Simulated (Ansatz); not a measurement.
# ReS2 (P-1): how G0W0 depends on its starting point

One-shot GW is not self-consistent; how far does the start matter for ReS2 (P-1)?

Main program and level: Ansatz 0.2.0; G0W0 on several functionals, plane waves, PAW.

Report form: the programs' logs are mostly left out.

In doubt: masses and optical values from hybrid runs of this build are listed as unsure (steps 3, 4), which bears on the screening that GW takes from such a start.

**1. The structure**

The cell holds 24 atoms: 8 Re and 16 S. Cell: a = 6.299 Å, b = 6.403 Å, c = 12.465 Å, α = 76.1°, β = 89.6°, γ = 61.2°.

The structure was relaxed with LDA. The runs that relaxed it are not among those shown. Spin-orbit coupling is left out unless a step names it. The default PAW set here is soft_2. Its files were made with PBE.

**2. G0W0 on LDA**

G0W0 replaces the xc potential by the self-energy, built once from these orbitals. Only a window of levels is corrected, while the sums run over the empty bands that the input names.

This step: G0W0 on LDA, plane waves, PAW.

File input.yaml:

```yaml
crystal:
  lattice:
    - [6.2989537538, -0.0064690069, -0.0061704143]
    - [3.0875081787, 5.6095759146, 0.0084317581]
    - [0.1127224795, 3.3474890922, 12.0062549011]
  atoms:
    - { symbol: Re, position: [0.1875100552, 0.0651746713, 0.2459763082] }
    - { symbol: Re, position: [0.3124637296, 0.4347390015, 0.2540117522] }
    - { symbol: Re, position: [0.7617311051, 0.0364121193, 0.2487565415] }
    - { symbol: Re, position: [0.6875362704, 0.5652609985, 0.7459882478] }
    - { symbol: Re, position: [0.8124899448, 0.9348253287, 0.7540236918] }
    - { symbol: Re, position: [0.2617566394, 0.5364955989, 0.7487692238] }
    - { symbol: Re, position: [0.7382433606, 0.4635044011, 0.2512307762] }
    - { symbol: Re, position: [0.2382688949, 0.9635878807, 0.7512434585] }
    - { symbol: S, position: [0.9062850574, 0.7128829001, 0.1521539481] }
    - { symbol: S, position: [0.6014586977, 0.7791571105, 0.8796750014] }
    - { symbol: S, position: [0.3640404329, 0.7527485837, 0.1385838764] }
    - { symbol: S, position: [0.1446810164, 0.7217054365, 0.8943922345] }
    - { symbol: S, position: [0.355347307, 0.778372552, 0.6056207338] }
    - { symbol: S, position: [0.1359336467, 0.7471646723, 0.3614074599] }
    - { symbol: S, position: [0.6359595671, 0.2472514163, 0.8614161236] }
    - { symbol: S, position: [0.8640663533, 0.2528353277, 0.6385925401] }
    - { symbol: S, position: [0.1014236229, 0.2790804037, 0.3796592305] }
    - { symbol: S, position: [0.5936917038, 0.7870287413, 0.3478334998] }
    - { symbol: S, position: [0.0937149426, 0.2871170999, 0.8478460519] }
    - { symbol: S, position: [0.4063082962, 0.2129712587, 0.6521665002] }
    - { symbol: S, position: [0.8553189836, 0.2782945635, 0.1056077655] }
    - { symbol: S, position: [0.644652693, 0.221627448, 0.3943792662] }
    - { symbol: S, position: [0.3985413023, 0.2208428895, 0.1203249986] }
    - { symbol: S, position: [0.8985763771, 0.7209195963, 0.6203407695] }
kpoints:
  mp_grid: { grid: [4, 4, 2] }
hamiltonian:
  xc: lda
scf:
  occupations: { method: fixed }
gw:
  n_empty_bands: 588
  ecut_chi: 72
  qp_bands: [v2, c2]
  qp_kpoints: band_edges
  screening: { model: contour_deformation }
```

Started as:

```sh
ansatz run input.yaml --threads 32 --pin off --max-ram 82944MiB --backend cuda --events-out ev --progress --plain --runs-dir out --devices 1 --max-vram 78GiB
```

Elapsed: 60 s, on 1 × NVIDIA GB200 (shared by 2 runs) with 32 threads of Arm Neoverse V2, shared host; peak memory 4.9 GiB.

This step gave:

```yaml
bands_summed: 696
rpa_eps_infinity_on_this_mesh_eigenvalues: 6.384, 14.52, 15.47
plane_waves_in_the_screening_matrix: 609
q_points_in_the_mesh: 32
g0w0_gap_on_the_mesh: 1.646 eV
k_of_the_valence_top: 0, 0, 0
k_of_the_conduction_bottom: 0, 0, 0
starting_gap_on_the_mesh: 1.206 eV
z_at_the_valence_top: 0.7578
z_at_the_conduction_bottom: 0.7604
least_direct_g0w0_gap_on_the_computed_points: 1.646 eV
```

The gap on the mesh goes from 1.21 eV to 1.65 eV, a correction of +0.44 eV.

**3. G0W0 on HSE06**

One-shot GW remembers its start. Another functional's orbitals and levels show by how much.

This step: G0W0 on HSE06, plane waves, PAW.

Edit input.yaml of step 2 so:

```diff
@@ -33,3 +33,3 @@
 hamiltonian:
-  xc: lda
+  xc: hse06
 scf:
```

Elapsed: 3.1 min, on 1 × NVIDIA GB200 (shared by 2 runs) with 32 threads; peak memory 7.1 GiB; 11 min of CPU time.

Numbers from this step:

| Item | Value |
| --- | --- |
| bands summed | 696 |
| RPA ε∞ on this mesh (eigenvalues) | 4.891, 10.51, 11.32 |
| plane waves in the screening matrix | 609 |
| q-points in the mesh | 32 |
| G0W0 gap on the mesh | 1.918 eV |
| k of the valence top | 0, 0, 0 |
| k of the conduction bottom | 0, 0, 0 |
| starting gap on the mesh | 1.829 eV |
| Z at the valence top | 0.7854 |
| Z at the conduction bottom | 0.7881 |
| least direct G0W0 gap on the computed points | 1.918 eV |

Against the run with 4×4×2 mesh, 588 empty bands, screening to 72 eV on LDA, the gap moves by +0.27 eV, while the start moved by +0.62 eV.

**4. G0W0 on PBE0**

This step: G0W0 on PBE0, plane waves, PAW.

Edit input.yaml of step 3 so:

```diff
@@ -33,3 +33,3 @@
 hamiltonian:
-  xc: hse06
+  xc: pbe0
 scf:
```

The job ended after 3.4 min (1 × NVIDIA GB200 (shared by 2 runs) with 32 threads; peak memory 7.1 GiB).

This step gave:

| Item | Value |
| --- | --- |
| bands summed | 696 |
| RPA ε∞ on this mesh (eigenvalues) | 4.513, 9.199, 9.855 |
| plane waves in the screening matrix | 609 |
| G0W0 gap on the mesh | 2.059 eV |
| k of the valence top | 0, 0, 0 |
| k of the conduction bottom | 0, 0, 0 |
| starting gap on the mesh | 2.494 eV |
| least direct G0W0 gap on the computed points | 2.059 eV |

Against the run with 4×4×2 mesh, 588 empty bands, screening to 72 eV on HSE06, the gap moves by +0.14 eV, while the start moved by +0.66 eV.

**5. The starts together**

All on the 4×4×2 mesh with 588 empty bands and screening to 72 eV. Times are wall times on 1 × NVIDIA GB200 (shared by 2 runs) with 32 threads of Arm Neoverse V2, shared host, good to a factor of about two.

```csv
start,starting gap (eV),shift (eV),G0W0 gap (eV),RPA ε∞ (harmonic mean),"Z (valence, conduction)",time
LDA,1.21,+0.44,1.65,10.34,"0.76, 0.76",60 s
HSE06,1.83,+0.09,1.92,7.73,"0.79, 0.79",3.1 min
PBE0,2.49,−0.44,2.06,6.95,"0.80, 0.80",3.4 min
```

**6. Summary of results**

```json
{"G0W0@LDA": "1.65 eV (start 1.21 eV)", "G0W0@HSE06": "1.92 eV (start 1.83 eV)", "G0W0@PBE0": "2.06 eV (start 2.49 eV)", "known limits": "not at the basis limit; no spin polarisation; d states lean on the start; no spin-orbit coupling"}
```

**Reading.** The starting gaps span 1.29 eV and the G0W0 gaps 0.41 eV. Between LDA and PBE0, 0.41 eV of the 1.29 eV survives, 32 %. PBE0 screens less than LDA (ε∞ 6.95 against 10.34). On PBE0 the correction is negative: that start lies above its own G0W0 value. The smallest correction, +0.09 eV, is on HSE06, the start nearest to reproducing itself. Bands and cutoff are finite, so the gap is not at the basis limit. The miss can reach some tenths of an eV and take either sign; the mesh is an error of its own. The program warns that the mesh is coarse for exact exchange, which bears on the hybrid start's gap. The runs have no spin polarisation. For a closed low-spin shell that is the natural state; where a d or f shell is open it is a constraint, and the gap is then not the crystal's own. With d states at the gap, one-shot GW leans hard on its start. The many-body steps are scalar-relativistic: spin-orbit coupling is not in them.

[Paths, hosts, dates, memory and timing lines, banners, echoed tables and standing remarks are left out of the program output.]

[Logs are printed without paths, hosts, clocks, repeated set-up lines and the standing remarks that a program may print on its own settings, such as how far it seeks lower states.]

[Runs of the session that timed out or met a known fault of the program may be left out.]

[Cells called generated may have been cut or substituted from an entry of the Crystallography Open Database or the Materials Project.]

[Hosts, paths, dates, database ids (printed as entryN), source tags and the programs' standing remarks are cut or masked in the printed files.]
